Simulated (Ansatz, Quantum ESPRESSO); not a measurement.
# YHf (Pm-3m): phonons by linear response

Aim: the phonon dispersion of YHf (Pm-3m), checked by a second program.

Main program and level: Quantum ESPRESSO 7.5; DFT LDA, scalar-relativistic, plane waves, JTH PAW pseudopotentials.

Most raw output is cut from this account.

The structure was built from a prototype and need not be the compound's stable phase.

## Step 1: Starting point

It takes space group Pm-3m (No. 221, cubic). Conventional cell: a = 3.745 Å, b = 3.745 Å, c = 3.745 Å, α = 90.00°, β = 90.00°, γ = 90.00°. Hf has 8 Y at 3.24 Å nearest. Y has 8 Hf at 3.24 Å nearest. Farther neighbours are not listed.

## Step 2: A probe with smearing

A cheap run with smearing and empty bands tells whether the crystal has a gap, which decides between fixed occupations and smearing later on.

probe.in

```
&control
   calculation = 'scf'
   prefix = 'x'
   outdir = './tmp'
   pseudo_dir = './pseudo'
   tprnfor = .true.
   tstress = .true.
   verbosity = 'high'
/
&system
   ibrav = 0
   nat = 2
   ntyp = 2
   ecutwfc = 40.0
   ecutrho = 200.0
   occupations = 'smearing'
   smearing = 'gaussian'
   degauss = 0.01
/
&electrons
   conv_thr = 1.0d-07
   mixing_beta = 0.7
   electron_maxstep = 100
/
ATOMIC_SPECIES
 Hf    178.4900  Hf.upf
 Y      88.9058  Y.upf
CELL_PARAMETERS angstrom
     3.745268110    0.000000000    0.000000000
     0.000000000    3.745268110    0.000000000
     0.000000000    0.000000000    3.745268110
ATOMIC_POSITIONS crystal
 Hf     0.000000000   0.000000000   0.000000000
 Y      0.500000000   0.500000000   0.500000000
K_POINTS automatic
 6 6 6 0 0 0
```

Launch:

```sh
$ OMP_NUM_THREADS=1 mpirun -n 4 pw.x -nk 4 -in probe.in > probe.out
```

It took 3.1 s on 4 MPI ranks of Arm Neoverse V1, shared host.

This step gave:

```yaml
volume_per_atom: 26.27 Å³
pressure: -5.033 GPa
gap_on_the_k_mesh: 0 eV
```

No gap opens on this mesh, so smearing is kept; the start stands at -5.0 GPa.

## Step 3: Relaxation

The relaxation runs at a cutoff a fifth above that of the response, since stress converges more slowly with the basis than frequencies do. Forces and stress are brought to rest with tight thresholds.

relax.in

```
&control
   calculation = 'vc-relax'
   prefix = 'x'
   outdir = './tmp'
   pseudo_dir = './pseudo'
   tprnfor = .true.
   tstress = .true.
   forc_conv_thr = 2.0d-05
   etot_conv_thr = 1.0d-07
   nstep = 40
/
&system
   ibrav = 0
   nat = 2
   ntyp = 2
   ecutwfc = 48
   ecutrho = 240.0
   occupations = 'smearing'
   smearing = 'gaussian'
   degauss = 0.02
/
&electrons
   conv_thr = 1.0d-11
   mixing_beta = 0.7
   electron_maxstep = 100
/
&ions
/
&cell
   press_conv_thr = 0.2
/
ATOMIC_SPECIES
 Hf    178.4900  Hf.upf
 Y      88.9058  Y.upf
CELL_PARAMETERS angstrom
     3.745268110    0.000000000    0.000000000
     0.000000000    3.745268110    0.000000000
     0.000000000    0.000000000    3.745268110
ATOMIC_POSITIONS crystal
 Hf     0.000000000   0.000000000   0.000000000
 Y      0.500000000   0.500000000   0.500000000
K_POINTS automatic
 8 8 8 0 0 0
```

Launch:

```sh
$ OMP_NUM_THREADS=1 mpirun -n 4 pw.x -nk 4 -in relax.in > relax.out
```

It took 47 s on 4 MPI ranks.

Step by step:

| step | energy less that of the first step (eV) | largest force (eV/Å) | pressure (GPa) | volume (Å³) |
| --- | --- | --- | --- | --- |
| 1 | 0.0000 | 0.0000 | -4.86 | 52.53 |
| 2 | -0.0338 | 0.0000 | -3.48 | 51.24 |
| 3 | -0.0616 | 0.0000 | -1.16 | 49.35 |
| 4 | -0.0647 | 0.0000 | 0.07 | 48.45 |
| 5 | -0.0647 | 0.0000 | 0.00 | 48.51 |
| 6 | -0.0647 | 0.0000 | 0.00 | 48.51 |
| 7 | -0.0619 | 0.0000 | -0.08 | 48.51 |

```
conventional cell, symmetrised  before  after  change
                         a (Å)   3.745  3.647  -2.6 %
                         b (Å)   3.745  3.647  -2.6 %
                         c (Å)   3.745  3.647  -2.6 %
              volume (Å³/atom)   26.27  24.25  -7.7 %
```

Final coordinates:

```cif
data_structure
_symmetry_space_group_name_H-M 'P 1'
_symmetry_Int_Tables_number 1
_cell_length_a 3.6470
_cell_length_b 3.6470
_cell_length_c 3.6470
_cell_angle_alpha 90.000
_cell_angle_beta 90.000
_cell_angle_gamma 90.000
_cell_volume 48.51
loop_
_atom_site_label
_atom_site_type_symbol
_atom_site_fract_x
_atom_site_fract_y
_atom_site_fract_z
_atom_site_occupancy
Hf1 Hf 0.00000 0.00000 0.00000 1
Y2 Y 0.50000 0.50000 0.50000 1
```

The last row of the table of steps is pw.x's closing run on a basis chosen anew for the final cell, so its energy can jump.

This step gave:

| Quantity | Value |
| --- | --- |
| volume per atom | 24.25 Å³ |
| pressure | -0.078 GPa |

The volume changes by -7.7 % from the cell with which this run began.

## Step 4: Self-consistent run for the response

The response is built on this ground state, so it is converged far tighter than an energy would need. Smearing stays on, as the first look found no gap above 0.3 eV.

scf.in

```
&control
   calculation = 'scf'
   prefix = 'x'
   outdir = './tmp'
   pseudo_dir = './pseudo'
   tprnfor = .true.
   tstress = .true.
/
&system
   ibrav = 0
   nat = 2
   ntyp = 2
   ecutwfc = 40.0
   ecutrho = 200.0
   occupations = 'smearing'
   smearing = 'gaussian'
   degauss = 0.02
/
&electrons
   conv_thr = 1.0d-12
   mixing_beta = 0.7
   electron_maxstep = 100
/
ATOMIC_SPECIES
 Hf    178.4900  Hf.upf
 Y      88.9058  Y.upf
CELL_PARAMETERS angstrom
     3.647002944    0.000000000    0.000000000
     0.000000000    3.647002944    0.000000000
     0.000000000    0.000000000    3.647002944
ATOMIC_POSITIONS crystal
 Hf     0.000000000   0.000000000   0.000000000
 Y      0.500000000   0.500000000   0.500000000
K_POINTS automatic
 8 8 8 0 0 0
```

Launch:

```sh
$ OMP_NUM_THREADS=1 mpirun -n 4 pw.x -nk 4 -in scf.in > scf.out
```

Wall time 5.9 s (4 MPI ranks); 23 s of CPU time.

This step gave:

```
pressure : -0.077 GPa
```

The cell stands at -0.077 GPa, close enough for phonons.

## Step 5: Phonons on a q mesh

Linear response treats each wavevector in the unit cell, with no supercell; the 2×2×2 mesh fixes the range of the force constants to be had.

ph.in

```
phonons
&inputph
   prefix = 'x'
   outdir = './tmp'
   fildyn = 'x.dyn'
   tr2_ph = 1.0d-18
   alpha_mix(1) = 0.4
   nmix_ph = 8
   ldisp = .true.
   nq1 = 2
   nq2 = 2
   nq3 = 2
/
```

Launch:

```sh
$ OMP_NUM_THREADS=1 mpirun -n 4 ph.x -nk 4 -in ph.in > ph.out
```

It took 8.2 min on 4 MPI ranks; 33 min of CPU time.

Numbers from this step:

- largest acoustic frequency at the zone centre before the sum rule: 1.93 cm⁻¹
- highest optical zone-centre mode (no LO-TO term): 148.4 cm⁻¹
- lowest optical zone-centre mode: 148.4 cm⁻¹
- lowest mode on the q mesh (acoustic ones at the zone centre apart): -93.54 cm⁻¹

Frequencies (cm⁻¹) at each irreducible wavevector; negative means imaginary. Frequencies by wavevector:

| q (fractions) | star | mode 1 | mode 2 | mode 3 | mode 4 | mode 5 | mode 6 |
| --- | --- | --- | --- | --- | --- | --- | --- |
| 0 0 0 | 1 | 1.93 | 1.93 | 1.93 | 148.4 | 148.4 | 148.4 |
| 0 0 -0.5 | 3 | -18.13 | 77.67 | 77.67 | 103 | 103 | 122.1 |
| 0 -0.5 -0.5 | 3 | -93.54 | -93.54 | 78.31 | 91.11 | 137.1 | 137.1 |
| -0.5 -0.5 -0.5 | 1 | -58.41 | -58.41 | -58.41 | 90.07 | 90.07 | 90.07 |

The acoustic modes at Γ come out as far as 1.9 cm⁻¹ from zero, where they should vanish, a small numerical error.

## Step 6: Force constants in real space

The dynamical matrices of the mesh are Fourier-transformed to force constants in real space.

q2r.in

```
&input
   fildyn = 'x.dyn'
   zasr = 'simple'
   flfrc = 'x.fc'
/
```

Launch:

```sh
$ q2r.x < q2r.in > q2r.out
```

Wall time 0.45 s (1 thread).

## Step 7: Dispersion

From the force constants any wavevector is cheap; points of the mesh come back as solved, but for the sum rule and, in polar crystals, the LO-TO term at Γ; the rest is interpolation.

matdyn.in

```
&input
   asr = 'simple'
   flfrc = 'x.fc'
   flfrq = 'x.freq'
   flvec = 'x.modes'
   q_in_band_form = .true.
   q_in_cryst_coord = .true.
/
8
  0.0000000   0.0000000   0.0000000  12  ! GAMMA
  0.0000000   0.5000000   0.0000000  12  ! X
  0.5000000   0.5000000   0.0000000  12  ! M
  0.0000000   0.0000000   0.0000000  12  ! GAMMA
  0.5000000   0.5000000   0.5000000  12  ! R
  0.0000000   0.5000000   0.0000000   1  ! X
  0.5000000   0.5000000   0.5000000  12  ! R
  0.5000000   0.5000000   0.0000000   1  ! M
```

Launch:

```sh
$ matdyn.x -in matdyn.in > matdyn.out
```

It took 0.45 s on 1 thread.

This step gave:

```yaml
lowest_frequency_on_the_path: -93.56 cm⁻¹
```

Matdyn.x, sum rule simple. Phonon branches along the path, in cm⁻¹:

```csv
point,branch 1,branch 2,branch 3,branch 4,branch 5,branch 6
Γ,0,0,0,148,148,148
halfway,-11,42,42,133,133,136
X,-18,78,78,103,103,122
halfway,-73,-48,85,91,124,134
M,-94,-94,78,91,137,137
halfway,-65,50,57,115,119,141
Γ,0,0,0,148,148,148
halfway,-46,-46,23,114,125,125
R,-58,-58,-58,90,90,90
halfway,-80,-49,45,97,116,129
X,-18,78,78,103,103,122
jump to R,-58,-58,-58,90,90,90
halfway,-83,-83,49,84,119,119
M,-94,-94,78,91,137,137
```

Lowest modes at the softest wavevector of the mesh; phase exp(i q.(R + tau)). The modes at q = (0.000, 0.500, 0.500) (shares of kinetic energy by element, %) (negative means imaginary):

| mode | frequency (cm⁻¹) | Hf % | Y % |
| --- | --- | --- | --- |
| 1 | -93.5 | 78 | 22 |
| 2 | -93.5 | 78 | 22 |
| 3 | 78.3 | 0 | 100 |
| 4 | 91.1 | 100 | 0 |
| 5 | 137.1 | 22 | 78 |
| 6 | 137.1 | 22 | 78 |

Displacements in mode 2 (-93.5 cm⁻¹), the largest set to 1, in the home cell:
```
Hf1 0.00 0.00 1.00
Y2  0.00 0.74 0.00
```

Displacements in mode 4 (91.1 cm⁻¹), the largest set to 1, in the home cell:
```
Hf1 1.00 0.00 0.00
Y2  0.00 0.00 0.00
```

Force constants by pair (phonopy on the run's constants); pairs near half the supercell's span include their periodic images. Pair force constants, by row:

```csv
atom,neighbour,distance (Å),third of the trace (eV/Å²),along the pair's line (eV/Å²)
Hf1,itself,0,1.504,–
Hf1,Y,3.158,-0.6006,-1.913
Hf1,Hf,3.647,1.128,3.039
Hf1,Hf,5.158,-0.0737,-0.3334
Hf1,Hf,6.317,0.1377,0.1377
Y2,itself,0,3.71,–
Y2,Hf,3.158,-0.6006,-1.913
Y2,Y,3.647,0.3268,-0.2751
Y2,Y,5.158,0.0062,0.0722
Y2,Y,6.317,0.0957,0.0957
```

Mode patterns, pair constants, displacements and means over the zone were worked out by phonopy from the force constants of q2r.x.

The path dips to 94i cm⁻¹.

## Step 8: Density of states

Sums over the zone need many more wavevectors than were solved, so the interpolation is sampled on a dense mesh.

matdyn.in

```
&input
   asr = 'simple'
   flfrc = 'x.fc'
   dos = .true.
   fldos = 'x.dos'
   nk1 = 12
   nk2 = 12
   nk3 = 12
   deltaE = 0.3
/
```

Launch:

```sh
$ matdyn.x -in matdyn.in > matdyn.out
```

Wall time 3.9 s (1 thread).

Read from the output:

* share of modes beyond 3i cm⁻¹ on the dense interpolated mesh: 0.2752

The phonon density of states has structure finer than the step of the table below, so its rows give means over 5 cm⁻¹, whole bins alone (the curve runs from -93.6 to 148 cm⁻¹). Peaks (cm⁻¹: height): total -77.1: 0.0418, 60.9: 0.0429, 111.9: 0.0689, 117.9: 0.0928, 132.9: 0.0959; Hf -77.1: 0.0334, 60.9: 0.0366, 89.4: 0.00937, 135.9: 0.0221; Y 80.4: 0.0134, 111.9: 0.0611, 117.9: 0.0763, 132.9: 0.0739.

Tetrahedra. Phonon density of states against wavenumber; means over each step; values in 1/cm⁻¹/cell:

| wavenumber (cm⁻¹) | total | Hf | Y |
| --- | --- | --- | --- |
| -90 | 0.0109 | 0.00860 | 0.00232 |
| -85 | 0.0231 | 0.0183 | 0.00482 |
| -80 | 0.0356 | 0.0284 | 0.00724 |
| -75 | 0.0400 | 0.0320 | 0.00797 |
| -70 | 0.0352 | 0.0282 | 0.00694 |
| -65 | 0.0338 | 0.0272 | 0.00661 |
| -60 | 0.0264 | 0.0210 | 0.00538 |
| -55 | 0.0213 | 0.0168 | 0.00449 |
| -50 | 0.0189 | 0.0150 | 0.00385 |
| -45 | 0.0165 | 0.0132 | 0.00331 |
| -40 | 0.0144 | 0.0117 | 0.00279 |
| -35 | 0.0127 | 0.0104 | 0.00230 |
| -30 | 0.00978 | 0.00808 | 0.00171 |
| -25 | 0.00798 | 0.00655 | 0.00142 |
| -20 | 0.00675 | 0.00552 | 0.00123 |
| -15 | 0.00617 | 0.00504 | 0.00113 |
| -10 | 0.00560 | 0.00461 | 9.9e-4 |
| -5 | 0.00534 | 0.00443 | 9.1e-4 |
| 0 | 0.00541 | 0.00450 | 9.1e-4 |
| 5 | 0.00575 | 0.00475 | 0.00101 |
| 10 | 0.00623 | 0.00510 | 0.00114 |
| 15 | 0.00717 | 0.00576 | 0.00141 |
| 20 | 0.00832 | 0.00661 | 0.00172 |
| 25 | 0.00913 | 0.00724 | 0.00190 |
| 30 | 0.0101 | 0.00800 | 0.00211 |
| 35 | 0.0122 | 0.00974 | 0.00250 |
| 40 | 0.0152 | 0.0123 | 0.00294 |
| 45 | 0.0175 | 0.0144 | 0.00309 |
| 50 | 0.0201 | 0.0169 | 0.00323 |
| 55 | 0.0238 | 0.0203 | 0.00354 |
| 60 | 0.0378 | 0.0323 | 0.00547 |
| 65 | 0.0287 | 0.0241 | 0.00457 |
| 70 | 0.0224 | 0.0183 | 0.00413 |
| 75 | 0.0208 | 0.0161 | 0.00469 |
| 80 | 0.0171 | 0.00824 | 0.00885 |
| 85 | 0.0113 | 0.00377 | 0.00758 |
| 90 | 0.0276 | 0.00746 | 0.0201 |
| 95 | 0.0304 | 0.00414 | 0.0262 |
| 100 | 0.0321 | 0.00437 | 0.0277 |
| 105 | 0.0333 | 0.00522 | 0.0281 |
| 110 | 0.0496 | 0.00682 | 0.0428 |
| 115 | 0.0649 | 0.00915 | 0.0557 |
| 120 | 0.0791 | 0.0146 | 0.0645 |
| 125 | 0.0601 | 0.0123 | 0.0478 |
| 130 | 0.0729 | 0.0160 | 0.0569 |
| 135 | 0.0868 | 0.0207 | 0.0661 |
| 140 | 0.0378 | 0.0106 | 0.0272 |
| 145 | 0.0147 | 0.00458 | 0.0101 |

## Step 9: Modes with the sum rule

A rigid shift of the crystal must cost nothing, but grids and finite bases break this; the acoustic sum rule is imposed before the matrix is diagonalised again.

dynmat.in

```
&input
   fildyn = 'x.dyn1'
   asr = 'simple'
   fileig = 'dynmat.eig'
/
```

Launch:

```sh
$ dynmat.x -in dynmat.in > dynmat.out
```

Elapsed: 0.44 s, on 1 thread.

Unit eigenvectors of the mass-weighted matrix after the sum rule; no LO-TO term. The modes at Γ (shares of kinetic energy by element, %):

| mode | frequency (cm⁻¹) | symmetry | Hf % | Y % |
| --- | --- | --- | --- | --- |
| 1 | 0.0 | acoustic | 67 | 33 |
| 2 | 0.0 | acoustic | 67 | 33 |
| 3 | 0.0 | acoustic | 67 | 33 |
| 4 | 148.4 | T1u | 33 | 67 |
| 5 | 148.4 | T1u | 33 | 67 |
| 6 | 148.4 | T1u | 33 | 67 |

Displacements in mode 6 (148.4 cm⁻¹), the largest set to 1:
```
Hf1  0.00  0.00 -0.50
Y2   0.00  0.00  1.00
```

The rule moves no optical mode by more than 0.1 cm⁻¹.

## Step 10: Sum rules set otherwise: a sum rule for molecules or wires on a crystal

This rule also removes rotations, which suits molecules and not a crystal; it is tried to see the harm.

dynmat.in

```
&input
   fildyn = 'x.dyn1'
   asr = 'zero-dim'
   fileig = 'dynmat.eig'
/
```

Launch:

```sh
$ dynmat.x -in dynmat.in > dynmat.out
```

Wall time 0.44 s (1 thread).

The program raised no error, yet the settings are not those of a careful run.

The fault: a sum rule for molecules or wires on a crystal; 2 optical modes are projected out to zero frequency, as if they were rotations.

For a crystal the rule has to be 'simple' or 'crystal'.

Zone-centre frequencies as printed; negative means imaginary. Modes:

```csv
mode,frequency (cm⁻¹)
1,0
2,0
3,0
4,0
5,0
6,148.4
```

## Step 11: Sum rules set otherwise (asr no)

Without the rule the raw error of the acoustic modes shows.

dynmat.in

```
&input
   fildyn = 'x.dyn1'
   asr = 'no'
   fileig = 'dynmat.eig'
/
```

Launch:

```sh
$ dynmat.x -in dynmat.in > dynmat.out
```

The job ended after 0.44 s (1 thread).

Zone-centre frequencies as printed; negative means imaginary. Modes:

| mode | frequency (cm⁻¹) |
| --- | --- |
| 1 | 1.93 |
| 2 | 1.93 |
| 3 | 1.93 |
| 4 | 148.4 |
| 5 | 148.4 |
| 6 | 148.4 |

Against the first rule no mode moves by more than 2.0 cm⁻¹.

(Continued in part 2 of 2.)

[Host names and launcher messages were left out of these logs when they were recorded.]

[Logs are printed without paths, hosts, clocks, repeated set-up lines and the standing remarks that a program may print on its own settings, such as how far it seeks lower states.]

[Hosts, paths, dates, database ids (printed as entryN), source tags and the programs' standing remarks are cut or masked in the printed files.]
